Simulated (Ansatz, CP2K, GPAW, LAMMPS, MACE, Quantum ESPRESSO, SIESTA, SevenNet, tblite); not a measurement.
# GPAW on liquid (Rb,Li,Na)Br at 1000 K (90 atoms): settings against a plane-wave reference, part 2 of 2

How do the settings of GPAW change the result for liquid (Rb,Li,Na)Br at 1000 K (90 atoms)? A plane-wave run serves as the yardstick.

Program: GPAW 26.7.0; the method stands at each step. Banners, paths, timers and routine set-up lines are dropped from the logs unmarked, and long logs keep their key lines alone; longer cuts are marked.

So far. Step 3 (PBE, LCAO szp(dzp), h 0.2 Å): Against the first run (19 %), the force difference from the reference is 24 %, at 0.69 times the CPU time, with 807 basis functions against 1254: the smaller basis costs accuracy. Step 4 (PBE, LCAO dzp, h 0.28 Å): Against the first run (19 %), the force difference from the reference is 19 %, at 0.39 times the CPU time: the change moves forces by 9.5 meV/Å r.m.s., so most of the difference comes from elsewhere.

## (5) RPBE, LCAO dzp, h 0.2 Å

Method: Kohn-Sham DFT, RPBE, PAW, atomic orbitals (dzp).

Input file run.py:

```python
import numpy as np
from ase.io import read
from gpaw import GPAW, FermiDirac

atoms = read("structure.xyz")
atoms.calc = GPAW(
    mode="lcao",
    basis="dzp",
    h=0.2,
    xc="RPBE",
    kpts={"size": (1, 1, 1), "gamma": True},
    occupations=FermiDirac(0.05),
    maxiter=200,
    symmetry={"point_group": False},
    txt="gpaw.txt",
)
energy = atoms.get_potential_energy(force_consistent=True)
forces = atoms.get_forces()
print(f"energy {energy:.6f} eV")
print("forces (eV/A)")
for i, (a, f) in enumerate(zip(atoms, forces)):
    print(f"{i:4d} {a.symbol:2s} {f[0]:10.5f} {f[1]:10.5f} {f[2]:10.5f}")
print(f"Fermi level {atoms.calc.get_fermi_level():.4f} eV")
for k in range(len(atoms.calc.get_ibz_k_points())):
    for s in range(atoms.calc.get_number_of_spins()):
        e = atoms.calc.get_eigenvalues(kpt=k, spin=s)
        n = np.searchsorted(e, atoms.calc.get_fermi_level())
        print(f"k {k} spin {s} levels about the Fermi level:", np.round(e[max(n - 6, 0):n], 4).tolist(), "|", np.round(e[n:n + 6], 4).tolist())
```

Input file structure.xyz:

```xyz
90
Lattice="14.88690 0.00000 0.00000 0.00000 14.88690 0.00000 0.00000 0.00000 14.88690" Properties=species:S:1:pos:R:3 pbc="T T T"
[... 90 atom lines left out: the same atoms as in the first run ...]
```

On the command line:

```sh
OMP_NUM_THREADS=1 python run.py > output.txt
```

What it wrote:

```text
energy -242.688586 eV
forces (eV/A)
   0 Rb    0.17790    0.54462    0.42473
   1 Rb   -0.35048   -0.05653   -0.25617
   2 Rb   -0.57912    0.56990   -0.27415
   3 Rb    0.00449   -0.33745    0.06714
   4 Rb   -0.27132    0.21216   -0.01891
   5 Rb   -0.03259   -0.50924    0.10797
   6 Rb   -0.80944   -0.64383   -0.31652
   7 Rb    0.09858   -0.29621    0.08329
   8 Rb    0.49066    0.01096    1.02902
   9 Rb   -0.24030    0.45878    0.03461
  10 Rb   -0.20185   -0.14387   -0.40986
  11 Rb    0.47249   -0.28372    0.00208
[...]
85 Br   -0.39933    0.47869   -0.20985
  86 Br    0.50948   -0.43398   -0.21629
  87 Br    0.07422   -0.33968    0.59052
  88 Br   -0.06144   -0.52925   -0.68591
  89 Br    0.22299   -0.23592   -0.45439
Fermi level 0.9728 eV
k 0 spin 0 levels about the Fermi level: [-0.5996, -0.578, -0.537, -0.4306, -0.2957, -0.2453] | [2.7603, 3.7028, 3.8096, 3.8661, 3.9775, 3.9954]
```

gpaw.txt:

```text
Input parameters:
  mode=LCAO(),
  basis={'default': 'dzp'},
  h=0.2,
  kpts=MonkhorstPack(size=(1, 1, 1), gamma=True),
  maxiter=200,
  occupations=Occupations(name='fermi-dirac', width=0.05, fixmagmom=False),
  symmetry=Symmetry(point_group=False),
  xc=XC(name='RPBE')
[... lines left out ...]
  Fermi-Dirac:
[... lines left out ...]
convergence criteria:
- Maximum [total energy] change in last 3 cyles: 0.0005 eV / valence electron
[... lines left out ...]
Converged in 8 steps
[... lines left out ...]
  Free energy:    -242.688586
[... lines left out ...]
Fermi level: 0.973
[... lines left out ...]
|          0 |       -26.834 |     2.000 |
|        ... |               |           |
|        289 |        -0.669 |     2.000 |
|        290 |        -0.652 |     2.000 |
[...]
|        304 |         4.409 |     0.000 |
|        ... |               |           |
|        360 |         6.957 |     0.000 |
Gap: 3.006 eV
Transition (v -> c):
  (s=0, k=0, n=296, [0.00, 0.00, 0.00]) -> (s=0, k=0, n=297, [0.00, 0.00, 0.00])
No difference between direct/indirect transitions
Force computation time: 68.084  # s
timing:  # [seconds]
  Total:  297.203  # ━━━━━━━━━━━━━━━━━━━━━━━━━━━━━━━━━━━━━━━━━━━━━━━━━━━━━━━━
  Init:    15.501  # ━━━
  SCF:    213.585  # ━━━━━━━━━━━━━━━━━━━━━━━━━━━━━━━━━━━━━━━━
  Forces:  68.084  # ━━━━━━━━━━━━━
```

Elapsed: 5 min, on 1 thread of Arm Neoverse V2, shared host; peak memory 3.2 GiB.

Numbers from this run, and their distance from the reference:

| Quantity | Value |
| --- | --- |
| r.m.s. force component | 0.3314 eV/Å |
| r.m.s. difference of force components | 73.07 meV/Å |
| longest difference of force vectors | 273.7 meV/Å |
| force difference over r.m.s. force | 26.61 % |
| slope of forces against the reference's | 1.193 |
| correlation of force components | 0.9884 |
| gap (highest filled to lowest empty level) | 3.006 eV |
| gap difference | 0.0642 eV |

Against the first run (19 %), the force difference from the reference is 27 %, at 0.97 times the CPU time; the model has changed, so this is no error of the program alone.

## (6) All runs compared

Differences are against the plane-wave reference, forces as r.m.s. over components; share is that over the reference's r.m.s. force, slope the least-squares factor from reference forces to these. Total energies of different programs have different zeros and aren't compared.

```csv
run,"Δ force, r.m.s. (meV/Å)",share (%),slope,Δ gap (eV),cores,CPU time,memory (GiB)
reference,-,-,-,-,4,25 min,8.6
"GPAW PBE, LCAO dzp, h 0.2 Å",51.6,18.8,1.132,-0.146,1,5.1 min,3.2
"GPAW PBE, LCAO szp(dzp), h 0.2 Å (coarse)",65.2,23.7,1.174,-0.343,1,3.6 min,3
"GPAW PBE, LCAO dzp, h 0.28 Å (coarse)",53.0,19.3,1.134,-0.149,1,2 min,1.2
"GPAW RPBE, LCAO dzp, h 0.2 Å",73.1,26.6,1.193,0.0642,1,5 min,3.2
```

Rows marked coarse were listed beforehand as settings not expected to be converged; some can still land near the reference.

CPU time is summed over cores on a shared host, where runs went side by side, so it is rough. Symmetry, cutoffs, thresholds, outputs and thread counts weren't matched or tuned between programs; memory under MPI is the largest rank's times the ranks.

Within one program, basis, potentials and functional, energies share a zero. Each run against its twin at the usual cutoff or grid and solver:

```csv
run,twin,Δ energy (meV/atom),"Δ force, r.m.s. (meV/Å)",CPU time over the twin's
"GPAW PBE, LCAO dzp, h 0.28 Å","LCAO dzp, h 0.2 Å",36.9,9.46,0.39
```

## (7) Summary of results

- nearest in forces: a tie at 19 % of 2 runs: GPAW PBE, LCAO dzp, h 0.2 Å; GPAW PBE, LCAO dzp, h 0.28 Å (coarse)

What this shows: The PBE run in local orbitals, coarse settings apart, differs by 19 % (GPAW PBE, LCAO dzp, h 0.2 Å); basis, grid and potentials can all enter. Rows with another functional or a dispersion term differ by 27 % (GPAW RPBE, LCAO dzp, h 0.2 Å), which mixes the change of model with differences of basis and potentials. Runs with settings chosen to be coarse differ by 19 % (GPAW PBE, LCAO dzp, h 0.28 Å) to 24 % (GPAW PBE, LCAO szp(dzp), h 0.2 Å), their programs' other errors included. Of the electronic-structure runs that take under half the reference's CPU time, GPAW PBE, LCAO dzp, h 0.2 Å is among the nearest, at 19 % in 5.1 min against 25 min. GPAW PBE, LCAO szp(dzp), h 0.2 Å stiffens the forces by a factor of 1.17 while following their directions (correlation 0.991); the slopes of the 4 GPAW runs lie between 1.13 and 1.19. At the same functional, gaps differ from the reference's 2.94 eV by between -0.34 and -0.15 eV. The potentials hold different valence shells: 660 electrons in the reference, 594 in GPAW; this bears on time and differences. The frame stands for 1000 K, but pressures are static and levels are smeared at 580 K. The network of bonds at the start is that of the classical potential that made the cell, and needn't be the one that DFT or experiment would give. The ion parameters were fitted for water, not for melts, so the starting structure of this cell may lie well off the real melt's. The electronic-structure runs sample only Γ, in a cell whose shortest periodic width is 15 Å.

[Also dropped from logs without a mark: logging warnings of Python, and SIESTA's first energy breakdown and zero terms.]

[Logs are printed without paths, hosts, clocks, repeated set-up lines and the standing remarks that a program may print on its own settings, such as how far it seeks lower states.]

[Hosts, paths, dates, database ids (printed as entryN), source tags and the programs' standing remarks are cut or masked in the printed files.]
